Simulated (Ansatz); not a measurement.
# Eu3MgAl8Si8 (Eu on 75 % of the Mg sites, one arrangement): which shell does photoemission see at 21.2 and 60 eV? (PBE)

The valence band of Eu3MgAl8Si8 (Eu on 75 % of the Mg sites, one arrangement) mixes several shells. Work out by hand which one leads the spectrum's area at each photon energy.

Filled states come from the projected DOS of Ansatz 0.2.0 (PBE+U, plane waves); cross sections σ and asymmetry parameters β are those of free atoms in a Dirac–Hartree–Slater calculation. A shell's area is states × σ × angular factor, which is 1 + β·P₂(cos θ) for linear light, with θ = 0° from the polarisation and P₂ = 1.000.

**At 21.2 eV** (states counted from 11.2 eV below the zero; other shells add 1.3 to the products' sum of 47.6):

| shell | filled states a cell | cross section (Mb an electron) | β | angular factor | product | share by hand (%) | share in the simulated spectrum (%) |
| --- | --- | --- | --- | --- | --- | --- | --- |
| Al 3s | 6.48 | 0.153 | 2.00 | 3.00 | 2.98 | 6 | 6 |
| Eu 5d | 5.06 | 2.63 | 0.67 | 1.67 | 22.2 | 47 | 47 |
| Eu 4f | 20.92 | 0.206 | 1.53 | 2.54 | 10.9 | 23 | 23 |
| Si 3s | 9.64 | 0.129 | 2.00 | 3.00 | 3.73 | 8 | 8 |
| Si 3p | 25.29 | 0.148 | 0.75 | 1.75 | 6.53 | 14 | 14 |

**At 60 eV** (states counted from 21.1 eV below the zero; other shells add 12 to the products' sum of 52.2):

| shell | filled states a cell | cross section (Mb an electron) | β | angular factor | product | share by hand (%) | share in the simulated spectrum (%) |
| --- | --- | --- | --- | --- | --- | --- | --- |
| Al 3s | 6.50 | 0.107 | 2.00 | 3.00 | 2.08 | 4 | 4 |
| Eu 5d | 5.10 | 0.123 | 1.65 | 2.65 | 1.66 | 3 | 3 |
| Eu 4f | 20.92 | 0.783 | 0.47 | 1.47 | 24.1 | 46 | 46 |
| Si 3s | 9.71 | 0.146 | 2.00 | 3.00 | 4.27 | 8 | 8 |
| Si 3p | 25.58 | 0.134 | 1.27 | 2.27 | 7.8 | 15 | 15 |

Eu 5d leads at 21.2 eV and Eu 4f at 60 eV. Between the two energies σ of Eu 5d changes by a factor 0.047 and that of Eu 4f by 3.8, so their ratio moves 81-fold in favour of the second. The simulated spectrum uses the same rule on the energy-resolved DOS, so the two share columns agree within a few points.

Only crystals where the two columns agree within 4 points and the lead is clear are worked in this form. Free-atom cross sections ignore the solid's final states, no escape depth or background enters, and the count of states a shell hangs on the projection.
